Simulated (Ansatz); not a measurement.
# SrPdN (built on the sites of a database entry of BaAsPd): phonons and vibrational spectra, part 2 of 2

Aim: the vibrations of SrPdN (built on the sites of a database entry of BaAsPd), their spectra, and whether the structure is stable.

Ansatz 0.2.0; DFT PBE+D3(BJ), scalar-relativistic, plane waves, PAW.

So far, highest frequency on the path or at a solved wavevector (cm⁻¹): step 6 (phonons on a q mesh) 371. Also lowest frequency on the path (cm⁻¹): step 6 -129.

The structure was built from a prototype and need not be the compound's stable phase.

## (7) Another isotope, element N, natural mass 14.007 amu

An isotope changes the mass and not the force constants, so no new electronic calculation is needed; the shifts show which modes move this element.

The same force constants with the mass of N changed from 14.007 to 15.000 u (phonopy, no LO-TO term). Both lists are sorted by frequency; levels can cross, so a row need not hold one and the same mode. Modes under 3 cm⁻¹ are left out. Isotope shifts, by row:

```
         q  rank  natural mass (cm⁻¹)  changed mass (cm⁻¹)
     0 0 0     1               -69.59               -67.47
     0 0 0     5                121.5                121.2
     0 0 0     6                121.5                121.2
     0 0 0     7                183.2                  183
     0 0 0     8                315.8                306.6
     0 0 0     9                315.8                306.6
  0 0 0.25     1                46.09                45.98
  0 0 0.25     2                46.09                45.98
  0 0 0.25     3                71.91                71.82
  0 0 0.25     4                112.2                111.9
  0 0 0.25     5                112.2                111.9
  0 0 0.25     6                130.8                126.7
  0 0 0.25     7                175.9                175.7
  0 0 0.25     8                314.1                  305
  0 0 0.25     9                314.1                  305
  0 0 -0.5     1                85.37                84.99
  0 0 -0.5     2                85.37                84.99
  0 0 -0.5     3                85.88                85.88
  0 0 -0.5     4                85.88                85.88
  0 0 -0.5     5                139.7                139.6
  0 0 -0.5     6                140.4                140.4
  0 0 -0.5     7                194.3                187.8
  0 0 -0.5     8                312.1                302.9
  0 0 -0.5     9                312.1                302.9
0 0.3333 0     1               -102.7               -99.21
0 0.3333 0     2               -34.02               -33.98
0 0.3333 0     3                82.04                82.04
0 0.3333 0     4                96.51                 96.4
0 0.3333 0     5                135.2                  135
0 0.3333 0     6                156.6                156.6
0 0.3333 0     7                  163                162.9
0 0.3333 0     8                293.7                284.4
0 0.3333 0     9                339.8                329.3
```

A mode of this element alone would shift by -3.37 %. The highest zone-centre frequency without the field goes from 315.8 to 306.6 cm⁻¹ (-2.9 %).

## (8) Isotope substitution, element Pd, natural mass 106.42 amu

The same for Pd, from 106.42 to 109.91 u.

A mode of this element alone would shift by -1.60 %. The highest zone-centre frequency without the field goes from 315.8 to 315.1 cm⁻¹ (-0.2 %).

## (9) Isotope substitution, element Sr, natural mass 87.62 amu

The same for Sr, from 87.62 to 85.91 u.

The same force constants with the mass of Sr changed from 87.620 to 85.909 u (phonopy, no LO-TO term). Both lists are sorted by frequency; levels can cross, so a row need not hold one and the same mode. Modes under 3 cm⁻¹ are left out. Isotope shifts, by row:

```
         q  rank  natural mass (cm⁻¹)  changed mass (cm⁻¹)
     0 0 0     1               -69.59               -69.65
     0 0 0     5                121.5                122.2
     0 0 0     6                121.5                122.2
     0 0 0     7                183.2                184.1
     0 0 0     8                315.8                315.8
     0 0 0     9                315.8                315.8
  0 0 0.25     1                46.09                46.29
  0 0 0.25     2                46.09                46.29
  0 0 0.25     3                71.91                72.27
  0 0 0.25     4                112.2                112.8
  0 0 0.25     5                112.2                112.8
  0 0 0.25     6                130.8                130.8
  0 0 0.25     7                175.9                176.7
  0 0 0.25     8                314.1                314.1
  0 0 0.25     9                314.1                314.1
  0 0 -0.5     1                85.37                85.37
  0 0 -0.5     2                85.37                85.37
  0 0 -0.5     3                85.88                86.74
  0 0 -0.5     4                85.88                86.74
  0 0 -0.5     5                139.7                139.7
  0 0 -0.5     6                140.4                141.8
  0 0 -0.5     7                194.3                194.3
  0 0 -0.5     8                312.1                312.1
  0 0 -0.5     9                312.1                312.1
0 0.3333 0     1               -102.7               -102.7
0 0.3333 0     2               -34.02               -34.15
0 0.3333 0     3                82.04                82.48
0 0.3333 0     4                96.51                96.74
0 0.3333 0     5                135.2                  136
0 0.3333 0     6                156.6                157.3
0 0.3333 0     7                  163                164.2
0 0.3333 0     8                293.7                293.8
0 0.3333 0     9                339.8                339.8
```

A mode of this element alone would shift by +0.99 %. The highest zone-centre frequency without the field goes from 315.8 to 315.8 cm⁻¹ (+0.0 %).

## (10) Results

| Property | Result |
| --- | --- |
| space group after relaxation (within 0.01 Å) | P-6m2 |
| volume per atom | 16.7 Å³ |
| electronic character | no gap on this mesh |
| highest optical mode at the zone centre (no LO-TO term) | 316 cm⁻¹ |
| lowest optical zone-centre mode | -69.6 cm⁻¹ |
| lowest mode on the q mesh (acoustic modes at Γ apart) | -129 cm⁻¹ |
| highest frequency on the path or at a solved wavevector | 371 cm⁻¹ |
| imaginary modes on the 3×3×4 q mesh | yes |

**Reading.** Modes are clearly imaginary (beyond 10i cm⁻¹) at 6 of the 9 irreducible wavevectors, most at q = (0.333, 0.333, 0) (129.1i cm⁻¹), so this structure is not a minimum of the energy. The optical modes at Γ span -70 to 316 cm⁻¹ (negative means imaginary). The highest mode in this list at Γ, 315.8 cm⁻¹, is mostly motion of N (87 % of the kinetic energy). With no gap, or one that is small against the smearing, the frequencies hang on the k mesh and the smearing, most of all near Kohn anomalies. The phonon runs are without spin polarisation, although the cell has an odd electron count. A phonon run warned that its eigensolver left some bands unconverged in a pass. In the phonons the program treats the change of the C6 weights of the dispersion term with coordination only in part. The starting cell was built on a prototype and not taken from a measurement, so the phase need not exist. These are harmonic frequencies at zero temperature: anharmonic shifts, linewidths and thermal expansion are left out.

[Logs are printed without paths, hosts, clocks, repeated set-up lines and the standing remarks that a program may print on its own settings, such as how far it seeks lower states.]

[Hosts, paths, dates, database ids (printed as entryN), source tags and the programs' standing remarks are cut or masked in the printed files.]
